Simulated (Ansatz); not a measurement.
# Amorphous C: valence band and core levels, part 2 of 7

Wanted: XPS lines and valence band of amorphous C, from a random start taken through short hot and cool dynamics.

Ansatz 0.2.0; DFT, PBE, plane-wave PAW, default files, scalar-relativistic.

So far: The structure; Relaxing the atoms.

**3. Dynamics at 3500 K**

A short run with the thermostat set to 3500 K, starting from rest and too brief to equilibrate, lets the random network rearrange; the cutoff and mesh are cut down, since only a plausible structure is wanted. It starts from the last accepted geometry of the run before, which hadn't met its force target.

The input, input.yaml:

```yaml
crystal:
  lattice:
    - [6.1281413518, 0.0, 0.0]
    - [0.0, 6.1281413518, 0.0]
    - [0.0, 0.0, 6.1281413518]
  atoms:
    - { symbol: C, position: [0.47923062, 0.94967685, 0.19926074] }
    - { symbol: C, position: [0.98625352, 0.39430357, 0.42363187] }
    - { symbol: C, position: [0.07147306, 0.74691211, 0.64950786] }
    - { symbol: C, position: [0.37634657, 0.75954433, 0.26025983] }
    - { symbol: C, position: [0.59937374, 0.3156825, 0.24936452] }
    - { symbol: C, position: [0.1496927, 0.1131986, 0.82930512] }
    - { symbol: C, position: [0.19935979, 0.52015771, 0.97535462] }
    - { symbol: C, position: [0.28412742, 0.28248859, 0.94493675] }
    - { symbol: C, position: [0.46095314, -0.07922533, 0.75865189] }
    - { symbol: C, position: [0.76562545, 0.67974982, 0.89028772] }
    - { symbol: C, position: [0.09927496, 0.5543144, 0.51848347] }
    - { symbol: C, position: [-0.01013668, 0.59543454, 0.86037441] }
    - { symbol: C, position: [0.54543406, 0.08100841, 0.90496574] }
    - { symbol: C, position: [0.40512251, 0.47136739, 0.84148728] }
    - { symbol: C, position: [0.86029461, 0.83994717, 0.5394794] }
    - { symbol: C, position: [0.23262796, -0.08225218, 0.73088066] }
    - { symbol: C, position: [0.70302327, 0.90492348, 0.25513331] }
    - { symbol: C, position: [0.75675441, 0.04593138, 0.85337881] }
    - { symbol: C, position: [0.22631528, 0.43360113, 0.36879893] }
    - { symbol: C, position: [0.81180928, 0.25850138, 0.35251553] }
    - { symbol: C, position: [0.7409475, 0.71271969, 0.37054481] }
    - { symbol: C, position: [0.23021222, 0.60155189, 0.18679302] }
    - { symbol: C, position: [0.53669193, 0.62046464, 0.37978693] }
    - { symbol: C, position: [0.70270768, 0.84946996, 0.73126071] }
    - { symbol: C, position: [0.45932002, 0.41012664, 0.41929875] }
    - { symbol: C, position: [0.63633633, 0.49240297, -0.07065323] }
    - { symbol: C, position: [0.45359071, 0.17090174, 0.10174439] }
    - { symbol: C, position: [0.85081882, 0.3950467, 0.86194618] }
    - { symbol: C, position: [0.83818807, 0.03445531, 0.3803801] }
    - { symbol: C, position: [0.93173585, 0.1769251, 0.85311528] }
kpoints:
  mp_grid: { grid: [1, 1, 1] }
scf:
  occupations: { method: fermi_dirac, width: 0.1 }
  n_extra_bands: 21
hamiltonian:
  xc: pbe
  pseudopotentials: { kind: paw }
output:
  forces: true
basis:
  ecutwfc: 320
md:
  timestep: 1.5
  n_steps: 150
  ensemble: nvt_langevin
  temperature: 3500
  seed: 0
```

On the command line:

```sh
ansatz run input.yaml --threads 3 --pin off --max-ram 8192MiB --backend cpu --events-out ev --progress --plain --runs-dir out
```

Numbers of over 12 decimals in the logs are rounded to 6 here.

What it wrote:

```text
Warning: md: disabling space-group detection — thermal motion breaks the input geometry's symmetry, so no spatial operation reduces the k-mesh or symmetrises the density; time reversal is kept, so that k and −k are solved as one point where they differ and the mesh holds both, and exact exchange and, on two spinor components, a DFT+U term hold to it where the run has them: on two components no moment then forms, and  [...]
[...]
Crystal: 30 atoms, lattice volume = 230.137 Å³
Basis set: ecut = 320 eV, 2945 PW (Γ), exchange–correlation on 72×72×72 points (8 copies of the dense FFT grid, shifted against one another)
Bands: 81, of which v1, the nominal top of the filled ones, is band 60 counted from 1 (59 counted from 0)
Symmetry: 1 space group operations
k-points: 1
[...]
SCF iter   1: F=—  HF=-7491.949456 eV  |F-HF|=—  |Δ(HF+E_count)|=         —  Δρ=2.37e-2  dr2=1.38e0  ethr=1.77e-3  ⟨swp⟩=7.0  Hψ=382  notcnv=0  defer=2
[...]
SCF iter  13: F=-7491.735306 eV  HF=-7491.735306 eV  |F-HF|=1.84e-8  |Δ(HF+E_count)|=   1.08e-8  Δρ=2.97e-6  dr2=2.81e-8  ethr=2.50e-11  ⟨swp⟩=3.0  Hψ=285  notcnv=0
SCF 1 converged in 13 iterations: F = -7491.735306 eV  dr2 = 2.81e-8
[...]
md step     0: t =     0.00 fs  T =     0.0 K  F+E_penalty+E_count = -7491.73530591 eV  E_kin = 0.000000 eV  (13 SCF iters)
[...]
SCF iter   9: F=-7491.733664 eV  HF=-7491.733664 eV  |F-HF|=1.76e-8  |Δ(HF+E_count)|=   9.81e-9  Δρ=2.77e-6  dr2=2.36e-8  ethr=2.50e-11  ⟨swp⟩=4.0  Hψ=251  notcnv=0
SCF 2 converged in 9 iterations: F = -7491.733664 eV  dr2 = 2.36e-8
[...]
md step     1: t =     1.50 fs  T =   108.1 K  F+E_penalty+E_count = -7491.73366405 eV  E_kin = 0.419281 eV  (9 SCF iters)
[...]
SCF iter  11: F=-7491.679037 eV  HF=-7491.679037 eV  |F-HF|=9.57e-9  |Δ(HF+E_count)|=   4.48e-9  Δρ=2.09e-6  dr2=1.32e-8  ethr=2.50e-11  ⟨swp⟩=4.0  Hψ=251  notcnv=0
SCF 3 converged in 11 iterations: F = -7491.679037 eV  dr2 = 1.32e-8
[...]
md step     2: t =     3.00 fs  T =   219.0 K  F+E_penalty+E_count = -7491.67903702 eV  E_kin = 0.849253 eV  (11 SCF iters)
[... from here on, the SCF cycles and remarks between the steps are left out ...]
md step     3: t =     4.50 fs  T =   280.8 K  F+E_penalty+E_count = -7491.52429913 eV  E_kin = 1.088817 eV  (11 SCF iters)
md step     4: t =     6.00 fs  T =   324.2 K  F+E_penalty+E_count = -7491.31312345 eV  E_kin = 1.257356 eV  (11 SCF iters)
md step     5: t =     7.50 fs  T =   373.2 K  F+E_penalty+E_count = -7491.14691537 eV  E_kin = 1.447153 eV  (10 SCF iters)
md step     6: t =     9.00 fs  T =   488.5 K  F+E_penalty+E_count = -7491.03272802 eV  E_kin = 1.894371 eV  (12 SCF iters)
md step     7: t =    10.50 fs  T =   584.2 K  F+E_penalty+E_count = -7490.93398206 eV  E_kin = 2.265561 eV  (10 SCF iters)
md step     8: t =    12.00 fs  T =   671.4 K  F+E_penalty+E_count = -7490.89437124 eV  E_kin = 2.603526 eV  (11 SCF iters)
md step     9: t =    13.50 fs  T =   739.0 K  F+E_penalty+E_count = -7490.87655166 eV  E_kin = 2.865738 eV  (11 SCF iters)
md step    10: t =    15.00 fs  T =   912.6 K  F+E_penalty+E_count = -7490.83427421 eV  E_kin = 3.538710 eV  (12 SCF iters)
md step    11: t =    16.50 fs  T =  1031.0 K  F+E_penalty+E_count = -7490.77599075 eV  E_kin = 3.998142 eV  (12 SCF iters)
md step    12: t =    18.00 fs  T =  1062.5 K  F+E_penalty+E_count = -7490.64687912 eV  E_kin = 4.120253 eV  (11 SCF iters)
md step    13: t =    19.50 fs  T =  1153.3 K  F+E_penalty+E_count = -7490.39597785 eV  E_kin = 4.472125 eV  (11 SCF iters)
md step    14: t =    21.00 fs  T =  1110.7 K  F+E_penalty+E_count = -7490.00769741 eV  E_kin = 4.307089 eV  (9 SCF iters)
md step    15: t =    22.50 fs  T =  1156.6 K  F+E_penalty+E_count = -7489.42960249 eV  E_kin = 4.485210 eV  (9 SCF iters)
md step    16: t =    24.00 fs  T =  1150.1 K  F+E_penalty+E_count = -7488.73257978 eV  E_kin = 4.459687 eV  (8 SCF iters)
md step    17: t =    25.50 fs  T =  1003.3 K  F+E_penalty+E_count = -7488.09255303 eV  E_kin = 3.890440 eV  (8 SCF iters)
md step    18: t =    27.00 fs  T =  1004.7 K  F+E_penalty+E_count = -7487.74590468 eV  E_kin = 3.896053 eV  (8 SCF iters)
md step    19: t =    28.50 fs  T =   997.2 K  F+E_penalty+E_count = -7487.62490066 eV  E_kin = 3.866820 eV  (7 SCF iters)
md step    20: t =    30.00 fs  T =  1131.5 K  F+E_penalty+E_count = -7487.55562612 eV  E_kin = 4.387773 eV  (9 SCF iters)
md step    21: t =    31.50 fs  T =  1076.7 K  F+E_penalty+E_count = -7487.58629655 eV  E_kin = 4.175317 eV  (8 SCF iters)
md step    22: t =    33.00 fs  T =  1139.6 K  F+E_penalty+E_count = -7487.75736485 eV  E_kin = 4.419177 eV  (8 SCF iters)
md step    23: t =    34.50 fs  T =  1072.4 K  F+E_penalty+E_count = -7487.95060316 eV  E_kin = 4.158405 eV  (8 SCF iters)
md step    24: t =    36.00 fs  T =  1082.5 K  F+E_penalty+E_count = -7488.14205715 eV  E_kin = 4.197578 eV  (8 SCF iters)
md step    25: t =    37.50 fs  T =  1131.8 K  F+E_penalty+E_count = -7488.30520910 eV  E_kin = 4.388914 eV  (9 SCF iters)
md step    26: t =    39.00 fs  T =  1247.6 K  F+E_penalty+E_count = -7488.32651972 eV  E_kin = 4.838109 eV  (9 SCF iters)
md step    27: t =    40.50 fs  T =  1309.3 K  F+E_penalty+E_count = -7488.23556486 eV  E_kin = 5.077166 eV  (10 SCF iters)
md step    28: t =    42.00 fs  T =  1326.0 K  F+E_penalty+E_count = -7488.15208705 eV  E_kin = 5.141915 eV  (11 SCF iters)
md step    29: t =    43.50 fs  T =  1376.1 K  F+E_penalty+E_count = -7488.04399137 eV  E_kin = 5.336108 eV  (10 SCF iters)
md step    30: t =    45.00 fs  T =  1355.8 K  F+E_penalty+E_count = -7487.93839374 eV  E_kin = 5.257602 eV  (12 SCF iters)
md step    31: t =    46.50 fs  T =  1467.6 K  F+E_penalty+E_count = -7487.72647718 eV  E_kin = 5.690932 eV  (11 SCF iters)
md step    32: t =    48.00 fs  T =  1348.9 K  F+E_penalty+E_count = -7487.43657245 eV  E_kin = 5.230875 eV  (11 SCF iters)
md step    33: t =    49.50 fs  T =  1408.7 K  F+E_penalty+E_count = -7487.31048071 eV  E_kin = 5.462704 eV  (11 SCF iters)
md step    34: t =    51.00 fs  T =  1409.8 K  F+E_penalty+E_count = -7487.37278573 eV  E_kin = 5.466863 eV  (12 SCF iters)
md step    35: t =    52.50 fs  T =  1510.2 K  F+E_penalty+E_count = -7487.53281260 eV  E_kin = 5.856306 eV  (10 SCF iters)
md step    36: t =    54.00 fs  T =  1482.0 K  F+E_penalty+E_count = -7487.64974533 eV  E_kin = 5.746874 eV  (11 SCF iters)
md step    37: t =    55.50 fs  T =  1515.5 K  F+E_penalty+E_count = -7487.60745917 eV  E_kin = 5.876936 eV  (10 SCF iters)
md step    38: t =    57.00 fs  T =  1657.8 K  F+E_penalty+E_count = -7487.46251026 eV  E_kin = 6.428494 eV  (10 SCF iters)
md step    39: t =    58.50 fs  T =  1633.6 K  F+E_penalty+E_count = -7487.36853880 eV  E_kin = 6.334619 eV  (9 SCF iters)
[...]
md step    47: t =    70.50 fs  T =  2324.4 K  F+E_penalty+E_count = -7486.57577295 eV  E_kin = 9.013624 eV  (8 SCF iters)
md step    48: t =    72.00 fs  T =  2288.2 K  F+E_penalty+E_count = -7485.97626035 eV  E_kin = 8.873196 eV  (8 SCF iters)
md step    49: t =    73.50 fs  T =  2292.5 K  F+E_penalty+E_count = -7485.47323152 eV  E_kin = 8.889947 eV  (8 SCF iters)
md step    50: t =    75.00 fs  T =  2095.7 K  F+E_penalty+E_count = -7485.21573712 eV  E_kin = 8.126557 eV  (9 SCF iters)
md step    51: t =    76.50 fs  T =  2082.9 K  F+E_penalty+E_count = -7485.10707985 eV  E_kin = 8.077068 eV  (8 SCF iters)
md step    52: t =    78.00 fs  T =  2092.4 K  F+E_penalty+E_count = -7485.04030191 eV  E_kin = 8.113774 eV  (8 SCF iters)
md step    53: t =    79.50 fs  T =  2101.2 K  F+E_penalty+E_count = -7484.97014241 eV  E_kin = 8.147977 eV  (7 SCF iters)
md step    54: t =    81.00 fs  T =  2153.9 K  F+E_penalty+E_count = -7484.88340315 eV  E_kin = 8.352363 eV  (8 SCF iters)
md step    55: t =    82.50 fs  T =  2334.7 K  F+E_penalty+E_count = -7484.77050698 eV  E_kin = 9.053463 eV  (8 SCF iters)
md step    56: t =    84.00 fs  T =  2327.9 K  F+E_penalty+E_count = -7484.67431492 eV  E_kin = 9.027027 eV  (8 SCF iters)
md step    57: t =    85.50 fs  T =  2164.3 K  F+E_penalty+E_count = -7484.63156050 eV  E_kin = 8.392819 eV  (8 SCF iters)
md step    58: t =    87.00 fs  T =  2119.2 K  F+E_penalty+E_count = -7484.68788431 eV  E_kin = 8.217901 eV  (7 SCF iters)
SCF iter   1: F=—  HF=-7484.801346 eV  |F-HF|=—  |Δ(HF+E_count)|=         —  Δρ=2.20e-3  dr2=7.84e-3  ethr=8.29e-5  ⟨swp⟩=4.0  Hψ=242  notcnv=0  defer=8
[...]
SCF iter   7: F=-7484.799344 eV  HF=-7484.799344 eV  |F-HF|=6.00e-11  |Δ(HF+E_count)|=   4.75e-8  Δρ=3.07e-6  dr2=2.54e-8  ethr=2.50e-11  ⟨swp⟩=3.0  Hψ=321  notcnv=0
SCF 60 converged in 7 iterations: F = -7484.799344 eV  dr2 = 2.54e-8
md step    59: t =
```

Run time: 91 s. Hardware: 3 threads of Intel Xeon at 2.80GHz (Skylake/Cascade Lake), shared host; peak memory 0.33 GiB.

The trajectory, sampled:

| time (fs) | T (K) | potential (meV/atom) |
| --- | --- | --- |
| 0.0 | 0 | 0.0 |
| 15.0 | 913 | 30.0 |
| 30.0 | 1132 | 139.3 |
| 45.0 | 1356 | 126.6 |
| 60.0 | 1776 | 147.8 |
| 75.0 | 2096 | 217.3 |
| 90.0 | 2375 | 231.1 |
| 105.0 | 2668 | 225.2 |
| 120.0 | 2566 | 294.2 |
| 135.0 | 3012 | 242.9 |
| 150.0 | 3218 | 221.7 |
| 165.0 | 3216 | 224.3 |
| 180.0 | 3026 | 325.3 |
| 195.0 | 2531 | 419.2 |
| 210.0 | 3328 | 335.0 |
| 225.0 | 3234 | 296.6 |

Mean square displacement at the end: C 0.45 Å².

Positions (Å) and forces (eV/Å) at 225.0 fs:

```xyz
30
Lattice="6.128 0.000 0.000 0.000 6.128 0.000 0.000 0.000 6.128" Properties=species:S:1:pos:R:3:forces:R:3 pbc="T T T"
C     3.365    6.635    0.843   -3.641   -2.039   -3.285
C     5.894    3.535    1.824    2.402    7.119   -0.596
C     1.470    5.508    2.193   -3.493   -0.914    4.024
C     2.567    5.398    1.245   -1.173    6.847   -2.175
C     3.972    2.613    1.595   -1.426   -3.065   -2.204
C     1.718    0.877    4.600   -1.982   -0.186   -1.967
C     2.165    3.441    4.865   -1.765   -0.684    1.044
C     2.802    1.819    5.106   -2.880    3.179   -1.074
C     3.590   -0.198    3.953   -2.027    0.102   -3.896
C     5.746    4.400    4.451   -2.051    1.078    1.154
C     1.028    4.032    1.944   -1.773   -3.363    1.659
C     0.681    3.365    4.299    2.649    3.562    2.007
C     3.978   -0.066    5.338    0.298    0.178   -2.153
C     3.311    2.926    4.177    1.193    0.708    0.841
C     5.988    6.001    2.227    0.244    0.707   -0.381
C     2.100   -0.035    3.511    2.883    0.465    2.063
C     4.718    6.478    0.687    1.582   -2.599    3.361
C     5.391   -0.149    4.859    5.967   -0.364   -0.446
C     2.051    3.238    1.255    0.327   -3.985    4.530
C     5.342    2.398    1.628   -1.116   -0.503   -0.046
C     4.949    5.090    1.460    1.870   -0.323    0.549
C     2.574    4.222    0.500    1.502    0.299   -7.348
C     3.581    4.893    2.050    4.112   -6.330    1.700
C     5.122    5.882    3.385   -2.378   -0.475    5.212
C     3.145    3.391    2.371    1.318    2.601    0.944
C     4.687    3.258   -1.598    2.573    0.393    0.745
C     2.989    1.905    0.805   -1.254    1.843   -1.603
C     5.844    2.378    4.648   -0.401    0.282   -1.010
C     5.694    1.082    1.541   -0.863   -1.187   -3.044
C     6.399    1.097    4.733   -0.697   -3.347    1.394
```

From the last frames. Pair distribution g(r), C–C against r; read off at these points:

| r (Å) | pair distribution g(r), C–C |
| --- | --- |
| 0.03 | 0 |
| 0.13 | 0 |
| 0.24 | 0 |
| 0.35 | 0 |
| 0.51 | 0 |
| 0.62 | 0 |
| 0.72 | 0 |
| 0.83 | 0 |
| 0.94 | 0 |
| 1.05 | 0 |
| 1.15 | 0 |
| 1.26 | 0.299 |
| 1.42 | 3.48 |
| 1.53 | 2.44 |
| 1.64 | 0.497 |
| 1.74 | 0.687 |
| 1.85 | 0.305 |
| 1.96 | 0.495 |
| 2.06 | 0.378 |
| 2.23 | 0.632 |
| 2.33 | 0.767 |
| 2.39 | 1.27 |
| 2.44 | 1.24 |
| 2.55 | 0.951 |
| 2.65 | 1.16 |
| 2.71 | 1.35 |
| 2.76 | 0.858 |
| 2.87 | 1.04 |
| 3.03 | 0.682 |
| 3.14 | 1.03 |
| 3.19 | 1.23 |
| 3.24 | 0.992 |
| 3.35 | 0.752 |
| 3.46 | 1.05 |
| 3.57 | 1.16 |
| 3.67 | 1.24 |
| 3.78 | 1.19 |
| 3.89 | 1.29 |
| 3.94 | 1.14 |
| 4.05 | 1.26 |
| 4.16 | 1.04 |
| 4.26 | 0.872 |

Beyond half the shortest lattice vector, 3.1 Å, g(r) counts periodic images.

This step gave:

```yaml
free_energy: -7482.8385 eV
energy_at_zero_smearing: -7482.7379 eV
smearing_term_ts: 0.2012 eV
fermi_energy: 9.188 eV
gap_by_band_count: 0.2840 eV
symmetry_operations: 1
```

(Part 2 of 7 ends here.)

[Logs are printed without paths, hosts, clocks, repeated set-up lines and the standing remarks that a program may print on its own settings, such as how far it seeks lower states.]

[Hosts, paths, dates, database ids (printed as entryN), source tags and the programs' standing remarks are cut or masked in the printed files.]

[Maps of the electrostatic potential energy from Ansatz leave out the sawtooth potential of an applied field or a dipole correction, so their vacuum need not be flat; work functions include it.]
